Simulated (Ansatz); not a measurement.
G0W0 rungs for BiB (4H polytype) (P6_3mc).

The structure was built from a prototype and need not be the compound's stable phase.

```xyz
8
Lattice="3.8956 0.0000 0.0000 -1.9478 3.3737 0.0000 0.0000 0.0000 12.7603" Properties=species:S:1:pos:R:3 pbc="T T T"
B     0.0000    0.0000    0.0058
B     0.0000    2.2491    3.1829
B     0.0000    0.0000    6.3860
B     1.9478    1.1246    9.5630
Bi    0.0000    0.0000    2.3890
Bi    0.0000    2.2491    5.5876
Bi    0.0000    0.0000    8.7691
Bi    1.9478    1.1246   11.9677
```

The structure was relaxed with PBE. The structure type comes from a generator and need not be one that this composition takes. The runs that relaxed it are not among those shown. Spin-orbit coupling is left out unless a run names it. PAW set soft_2, made with PBE.

Runs so far (Ansatz 0.2.0, start PBE, default PAW files, 6×6×2 mesh). Times are wall times on 8 threads of Arm Neoverse V2, shared host, good to a factor of about two.

| bands summed | cutoff (eV) | gap on the mesh (eV) | time |
| --- | --- | --- | --- |
| 118 | 36 | 0.372 | 30 s |
| 268 | 72 | 0.466 | 1.8 min |

**Question.** What should the next rung give, with 536 bands and screening to 120 eV, and where is the limit?

The error falls about as one over the bands when the cutoff rises with them. A line through the two highest rungs given predicts 0.503 eV; the run gave 0.479 eV, a miss of 0.024 eV, so the law fails here: the steps don't follow it yet. The two highest rungs put the limit near 0.491 eV, the pair below near 0.540 eV; neither can be trusted until a further rung is run.

Gaps are over the mesh's points; an edge off the mesh would be missed. Limits: not at the basis limit; model gap, bands may invert with spin-orbit coupling; screening runs away on this mesh; no spin-orbit coupling; coarse k mesh.

[Paths, hosts, dates, memory and timing lines, banners, echoed tables and standing remarks are left out of the program output.]

[Logs are printed without paths, hosts, clocks, repeated set-up lines and the standing remarks that a program may print on its own settings, such as how far it seeks lower states.]

[Runs of the session that timed out or met a known fault of the program may be left out.]

[Cells called generated may have been cut or substituted from an entry of the Crystallography Open Database or the Materials Project.]

[Hosts, paths, dates, database ids (printed as entryN), source tags and the programs' standing remarks are cut or masked in the printed files.]
